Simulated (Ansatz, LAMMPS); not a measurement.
## Structural relaxation of ionic liquid EMIM+ BF4-, from a frame at 400 K (144 atoms)

How does ionic liquid EMIM+ BF4-, from a frame at 400 K (144 atoms) relax, and what do bonds, charges and levels look like afterwards?

Program: Ansatz 0.2.0. Level of theory: Kohn-Sham DFT, PBE+D3(BJ), PAW (set soft_2), plane waves. Results are calculated unless marked as measured.

### Step 1. Set-up

The cell holds 144 atoms: 36 C, 12 N, 66 H, 6 B and 24 F. Its edges and angles: a = 11.584 Å, b = 11.584 Å, c = 11.584 Å, α = 90.0°, β = 90.0°, γ = 90.0°. 6 EMIM+, 6 BF4- placed at random, at 1.27 g/cm³; overlaps pushed apart, then 10 ps at 700 K with stiff harmonic cages for PF6 and BF4 with UFF radii; MMFF94 bonds, angles, torsions, charges and radii (Halgren, J. Comput. Chem. 17, 490 (1996)) in harmonic and 12-6 forms; charges of ions scaled by 0.8. Snapshot after 30 ps at 400 K and fixed volume.

Before any run, some limits are plain. The network of contacts between molecules at the start is that of the classical potential that made the cell. The density was typed from a rule of thumb and may lie off the real one at this temperature. Sampling is at Γ alone, for a cell whose shortest periodic width is 12 Å.

### Step 2. How the cell was made

A classical potential supplies the starting structure, since it reaches far longer times than DFT.

This step: classical MD, stiff harmonic cages for PF6 and BF4 with UFF radii; MMFF94 bonds, angles, torsions, charges and radii (Halgren, J. Comput. Chem. 17, 490 (1996)) in harmonic and 12-6 forms; charges of ions scaled by 0.8 (LAMMPS 22 Jul 2025 - Update 4).

in.lmp reads:

```
# ionic liquid EMIM+ BF4-
units real
atom_style full
boundary p p p
bond_style harmonic
angle_style harmonic
dihedral_style opls
improper_style harmonic
special_bonds lj 0 0 0.5 coul 0 0 0.75
read_data data.lmp
neigh_modify delay 0 every 1 check yes one 4000
comm_modify cutoff 12.0
timestep 0.5
thermo_style custom step time temp pe press density
thermo_modify norm yes
# push overlapping molecules apart
pair_style soft 2.6
pair_coeff * * 0.0
variable a equal ramp(1,60)
fix ad all adapt 1 pair soft a * * v_a
velocity all create 700 310038 mom yes dist gaussian
fix lim all nve/limit 0.03
fix lan all langevin 700 700 50 310039 zero yes
thermo 1000
run 3000 post no
unfix ad
pair_style lj/cut/coul/long 9.0
pair_modify mix arithmetic tail yes
pair_coeff 1 1 0.0678 3.3680   # C
pair_coeff 2 2 0.0721 3.1460   # N
pair_coeff 3 3 0.0678 3.5860   # C
pair_coeff 4 4 0.0678 3.3270   # C
pair_coeff 5 5 0.0216 2.5400   # H
pair_coeff 6 6 0.1800 3.6375   # B
# [... 19 lines left out ...]
compute msd all msd com yes
thermo 7500
fix md all nvt temp 400 400 100
run 30000 post no
print "== T400: mean square displacement over the hold $(c_msd[4]:%.2f) A^2"
unfix md
uncompute msd
write_dump all custom T400.dump id type xs ys zs modify sort id
```

On the command line:

```sh
$ lmp -in in.lmp -log none -nocite
```

Numbers of over 12 decimals in the logs are rounded to 6 here.

The log of the run:

```text
LAMMPS (22 Jul 2025 - Update 4)
Reading data file ...
  orthogonal box = (0 0 0) to (11.5837 11.5837 11.5837)
  144 atoms
  orthogonal box = (0 0 0) to (11.5837 11.5837 11.5837)
  174 bonds
  198 angles
  174 dihedrals
  30 impropers
WARNING: Bond/angle/dihedral extent > half of periodic box length
   Step          Time           Temp          PotEng         Press         Density
         0   0              700            0.18428038     4312.3293      1.2689991
      1000   500            552.48986      1.8540931      20180.283      1.2689991
      2000   1000           620.56227      1.8063644      36706.127      1.2689991
[... 45 lines left out ...]
Loop time of 2.93472 s on 1 MPI rank(s) for 5000 steps with 144 atoms
WARNING: Bond/angle/dihedral extent > half of periodic box length
   Step          Time           Temp          PotEng         Press         Density
[... 2 lines left out ...]
     30000   29000          392.66395     -1.5615355      9168.4902      1.2689991
     37500   36500          420.58675     -1.5661312      7238.2306      1.2689991
     45000   44000          456.57        -1.5779127      11935.338      1.2689991
     47000   46000          407.40601     -1.5730457      1525.5201      1.2689991
WARNING: Bond/angle/dihedral extent > half of periodic box length
Loop time of 17.5026 s on 1 MPI rank(s) for 30000 steps with 144 atoms
== T400: mean square displacement over the hold 4.43 A^2
```

It took 28 s on 1 thread of Arm Neoverse V1, shared host; peak memory 0.12 GiB.

The input also reads data.lmp (atoms, bonds and types; not printed here).

### Step 3. Single point at the start

A single point comes first, to see the forces before anything moves.

input.yaml reads:

```yaml
crystal:
  lattice:
    - [11.5837, 0.0, 0.0]
    - [0.0, 11.5837, 0.0]
    - [0.0, 0.0, 11.5837]
  atoms:
    - { symbol: C, position: [0.79447, 0.7889, 0.44452] }
    - { symbol: C, position: [0.86001, 0.68394, 0.39992] }
    - { symbol: "N", position: [0.7963, 0.58061, 0.43151] }
    - { symbol: C, position: [0.7046, 0.52678, 0.36964] }
    - { symbol: C, position: [0.66466, 0.44555, 0.44687] }
    - { symbol: "N", position: [0.73275, 0.44621, 0.54524] }
    - { symbol: C, position: [0.70456, 0.37952, 0.64472] }
    - { symbol: C, position: [0.81517, 0.52644, 0.5299] }
    - { symbol: H, position: [0.71822, 0.8093, 0.3965] }
    - { symbol: H, position: [0.84953, 0.86444, 0.43073] }
    - { symbol: H, position: [0.77134, 0.78962, 0.53436] }
    - { symbol: H, position: [0.86214, 0.68043, 0.31335] }
    - { symbol: H, position: [0.94858, 0.66613, 0.43298] }
    - { symbol: H, position: [0.6851, 0.56, 0.28886] }
    - { symbol: H, position: [0.59196, 0.39562, 0.44506] }
    - { symbol: H, position: [0.64934, 0.30373, 0.62305] }
    - { symbol: H, position: [0.65898, 0.42516, 0.71454] }
    - { symbol: H, position: [0.78542, 0.36598, 0.68662] }
    - { symbol: H, position: [0.88745, 0.53136, 0.59047] }
    - { symbol: C, position: [0.48934, 0.22816, 0.24503] }
    - { symbol: C, position: [0.41283, 0.31684, 0.19372] }
    - { symbol: "N", position: [0.30188, 0.2987, 0.24931] }
    - { symbol: C, position: [0.23391, 0.20219, 0.23535] }
    - { symbol: C, position: [0.12833, 0.22242, 0.29393] }
    - { symbol: "N", position: [0.13995, 0.33183, 0.34279] }
    - { symbol: C, position: [0.05019, 0.39321, 0.39257] }
    - { symbol: C, position: [0.24252, 0.37505, 0.31412] }
    - { symbol: H, position: [0.48626, 0.14798, 0.20087] }
    - { symbol: H, position: [0.4725, 0.20564, 0.33458] }
    - { symbol: H, position: [0.58352, 0.2632, 0.24115] }
    - { symbol: H, position: [0.42839, 0.40734, 0.22374] }
    - { symbol: H, position: [0.40348, 0.3006, 0.10115] }
    [... 106 atom lines left out ...]
    - { symbol: F, position: [0.45082, 0.5097, 0.63593] }
    - { symbol: B, position: [0.9427, 0.71067, 0.73079] }
    - { symbol: F, position: [0.8298, 0.68708, 0.71151] }
    - { symbol: F, position: [0.97007, 0.81029, 0.80485] }
    - { symbol: F, position: [0.98168, 0.75727, 0.62321] }
    - { symbol: F, position: [0.0145, 0.62642, 0.76156] }
kpoints:
  mp_grid: { grid: [1, 1, 1] }
hamiltonian:
  xc: pbe
  dispersion: d3bj
scf:
  occupations: { method: fixed }
output:
  forces: true
  stress: true
  populations: true
  dos:
    method: { smearing: { sigma: 0.15 } }
    de: 0.1
    projected: { site_lists: { B: [B], C: [C], F: [F], H: [H], "N": ["N"] } }
  eigenvalues: true
```

On the command line:

```sh
$ ansatz run input.yaml --threads 4 --pin off --max-ram 8192MiB --backend cpu --events-out ev --progress --plain --runs-dir out
```

The log of the run:

```text
Engine: ansatz 0.2.0, aarch64-unknown-linux-gnu
Pseudopotentials: kind: paw
Pseudopotential: C, paw, valence charge 4, recommended cutoff 420 eV (normal), C.paw.azcp
Pseudopotential: N, paw, valence charge 5, recommended cutoff 420 eV (normal), N.paw.azcp
Pseudopotential: H, paw, valence charge 1, recommended cutoff 420 eV (normal), H.paw.azcp
Pseudopotential: B, paw, valence charge 3, recommended cutoff 420 eV (normal), B.paw.azcp
Pseudopotential: F, paw, valence charge 7, recommended cutoff 420 eV (normal), F.paw.azcp
[... 5 lines on functional and potentials left out ...]
Crystal: 144 atoms, lattice volume = 1554.325 Å³
Basis set: ecut = 420 eV, 30551 PW (Γ), exchange–correlation on 160×160×160 points (8 copies of the dense FFT grid, shifted against one another)
Bands: 372, of which v1, the nominal top of the filled ones, is band 228 counted from 1 (227 counted from 0)
Symmetry: 1 space group operations
Space group: P1 (ITA 1), of the structure as read, at distance tolerance 1.2e-4 Å
k-points: 1
[... 11 lines on functional and potentials left out ...]
Initial density: superposition of atomic densities (neutral atoms: chi_scale 0, normalization atom), corrected by the library's trained network
Initial wavefunctions: pseudopotential atomic-orbital guess
Functional: x = pbe(κ = 0.804, μ = 0.219515), c = pbe(β = 0.066725)
SCF iter   1: F=—  HF=-35061.280045 eV  |F-HF|=—  |Δ(HF+E_count)|=         —  Δρ=6.18e-3  dr2=7.06e-1  ethr=1.77e-3  ⟨swp⟩=5.0  Hψ=1288  notcnv=0  defer=139
preconditioner: auto → Resta (q_TF=auto, 2.224 Å⁻¹)  ε∞=2.4  [insulator: Δε(μ)=4.176 eV  Ē_g=17.034 eV  n_scr=256 (ndim 8)  ℏωp=20.1 eV  f_vac=0.261  ε∞_Penn≈2.4]
SCF iter   2: F=—  HF=-35061.139426 eV  |F-HF|=—  |Δ(HF+E_count)|=   1.41e-1  Δρ=2.91e-3  dr2=1.38e-1  ethr=1.55e-4  ⟨swp⟩=2.0  Hψ=597  notcnv=0  defer=142
SCF iter   3: F=—  HF=-35061.124096 eV  |F-HF|=—  |Δ(HF+E_count)|=   1.53e-2  Δρ=1.30e-3  dr2=3.56e-2  ethr=3.04e-5  ⟨swp⟩=2.0  Hψ=441  notcnv=0  defer=142
SCF iter   4: F=—  HF=-35061.120022 eV  |F-HF|=—  |Δ(HF+E_count)|=   4.07e-3  Δρ=3.99e-4  dr2=3.12e-3  ethr=7.80e-6  ⟨swp⟩=2.0  Hψ=445  notcnv=0  defer=142
SCF iter   5: F=—  HF=-35061.119975 eV  |F-HF|=—  |Δ(HF+E_count)|=   4.70e-5  Δρ=2.00e-4  dr2=7.07e-4  ethr=6.84e-7  ⟨swp⟩=2.0  Hψ=626  notcnv=0  defer=142
SCF iter   6: F=—  HF=-35061.119936 eV  |F-HF|=—  |Δ(HF+E_count)|=   3.84e-5  Δρ=6.76e-5  dr2=8.14e-5  ethr=1.55e-7  ⟨swp⟩=2.0  Hψ=442  notcnv=0  defer=137
SCF iter   7: F=—  HF=-35061.120090 eV  |F-HF|=—  |Δ(HF+E_count)|=   1.54e-4  Δρ=2.30e-5  dr2=9.32e-6  ethr=1.78e-8  ⟨swp⟩=2.0  Hψ=442  notcnv=0  defer=137
SCF iter   8: F=—  HF=-35061.120091 eV  |F-HF|=—  |Δ(HF+E_count)|=   1.30e-6  Δρ=8.50e-6  dr2=1.30e-6  ethr=2.04e-9  ⟨swp⟩=2.0  Hψ=440  notcnv=0  defer=137
SCF iter   9: F=—  HF=-35061.120091 eV  |F-HF|=—  |Δ(HF+E_count)|=   1.63e-7  Δρ=3.25e-6  dr2=1.85e-7  ethr=2.85e-10  ⟨swp⟩=2.0  Hψ=440  notcnv=0  defer=137
SCF iter  10: F=-35061.120092 eV  HF=-35061.120092 eV  |F-HF|=1.54e-8  |Δ(HF+E_count)|=   2.60e-8  Δρ=1.30e-6  dr2=3.28e-8  ethr=2.19e-11  ⟨swp⟩=19.0  Hψ=2754  notcnv=0
SCF 1 converged in 10 iterations: F = -35061.120092 eV  dr2 = 3.28e-8
  greatest PAW one-centre occupation: 0.932 electrons in one spin orbital (limit 2), on the F atom at site 143 (counted from 0), in its partial waves of l = 0
SCF converged after 10 iterations
Free energy (F): -35061.120092 eV
Harris-Foulkes:  -35061.120092 eV  (|F-HF|=1.54e-8)
Internal energy: -35061.120092 eV  (E = F + TS)
E sigma→0 (E₀):  -35061.120092 eV
Fermi energy:    -0.774494 eV
--- Per-component energies (eV) ---
  E_band       = -3933.197129
  E_kinetic    = 11048.525793
  E_local      = -39962.744959  (includes V_loc(G=0)·N_el)
  E_nonlocal   = 3474.606209
  E_hartree    = 15063.745170
  E_xc         = -5132.986766
  E_vxc        = -6479.534458  (∫ρ·V_xc dr)
  E_paw        = -10441.579565  (= ΣΔE_a)
  E_vpaw       = -2141.499069  (= ΣTr[D̂ρ^β])
  E_aug_tail   = -0.038705  (compensation charges beyond the density's cutoff)
  E_ewald      = -9103.491042
  E_disp       = -7.156227  (pairwise vdW)
  E_smearing   = -0.000000  (= −TS)
  E_closure    = -0.000000  (closes the sum)
  Σ components = -35061.120092   (vs F -35061.120092, Δ=0.00e0)
--- Forces (eV/Å), atoms counted from 1 ---
  atom   1  C      1.53421720     0.73114898    -0.41487251
  atom   2  C     -0.18694025    -0.54875928     3.43139707
  atom   3  N     -0.19312491    -1.01219062    -0.80797449
  atom   4  C      1.44049935    -0.00491592     3.70767049
  atom   5  C      1.50533464     1.50598448    -0.44182432
  atom   6  N     -1.20560961     0.62821056    -1.97308952
  atom   7  C     -0.54771943    -0.31690512     1.05789807
  atom   8  C     -0.01110304    -1.02999533     1.47718566
  atom   9  H     -0.85381984    -0.22122908    -0.69750489
  atom  10  H      0.05952381     0.05454374     0.11895963
  atom  11  H      0.20978663    -0.41536816     0.61276729
  atom  12  H      0.38822226     0.31599050    -3.91439938
  atom  13  H     -0.50267514     0.94560754    -0.06980753
  atom  14  H     -0.77782159     0.30428990    -1.71548449
[...]
atom 143  F      0.53109322    -0.20863020    -1.16245253
  atom 144  F      0.45458149    -2.35232429     0.56678107
  max |Σ_I F_I| component: 4.36e-5 eV/Å
--- Stress (GPa, compression-positive) ---
        0.802294      -0.441451       0.011600
       -0.441449       2.229308      -1.054859
        0.011597      -1.054857       1.925170
  P = ⅓ Tr σ = 1.6523 GPa (16.523 kbar)
--- Band table (eV) ---
  k-point 0: bands = ["-24.6229", "-24.5057", "-24.3832", "-23.9923", [... 356 levels ...], "11.3554", "11.4053", "11.4484", "11.4799", "11.4920", "11.5766", "11.5973", "11.6511", "11.6688", "11.7395", "11.7574", "11.8106"]
--- Löwdin populations: 144 sites ---
  site symbol       q [e]
     0      C      4.4611
     1      C      4.1710
     2      N      4.9524
[...]
143      F      7.3406
  spilling = 0.011566 (of n_electrons = 456.000000)
```

The job ended after 24 s (4 threads of Arm Neoverse V1, shared host; peak memory 1.9 GiB).

In the SCF lines HF is the Harris–Foulkes energy and dr2 the Hartree energy of the density residual, in eV; the loop may stop once dr2 is under the threshold and the program's other checks hold. Hψ counts applications of the Hamiltonian.

The run gave:

```
free energy                                      : -35061.1201 eV
free energy per atom                             : -243.4800 eV/atom
SCF cycles                                       : 10
pressure                                         : 1.652 GPa
r.m.s. force component                           : 1.144 eV/Å
longest force                                    : 5.005 eV/Å
Fermi energy                                     : -0.7745 eV
gap (highest filled to lowest empty level) : 3.637 eV
spilling of the projection                       : 0.01157
```

The r.m.s. force component of 1.1 eV/Å and the pressure of 1.7 GPa set the starting point.

Length of the force by element:

```
element  coordination  atoms  mean length of the force (eV/Å)  spread  least  most
      B           all      6                             2.51    1.08  0.997  4.36
      C           all     36                             2.52   0.986   1.10  5.01
      F           all     24                             1.67   0.708  0.455  3.68
      H           all     66                             1.21   0.750  0.144  4.24
      N           all     12                             1.82   0.602  0.444  2.73
```

(Part 1 of 3 ends here.)

[Logs are printed without paths, hosts, clocks, repeated set-up lines and the standing remarks that a program may print on its own settings, such as how far it seeks lower states.]

[Hosts, paths, dates, database ids (printed as entryN), source tags and the programs' standing remarks are cut or masked in the printed files.]

[The MMFF94 radii named for the starting cell were scaled by 0.96; in molecules described by MMFF94, hydrogen bound to N, O or S took a small fixed 12-6 site in their place.]
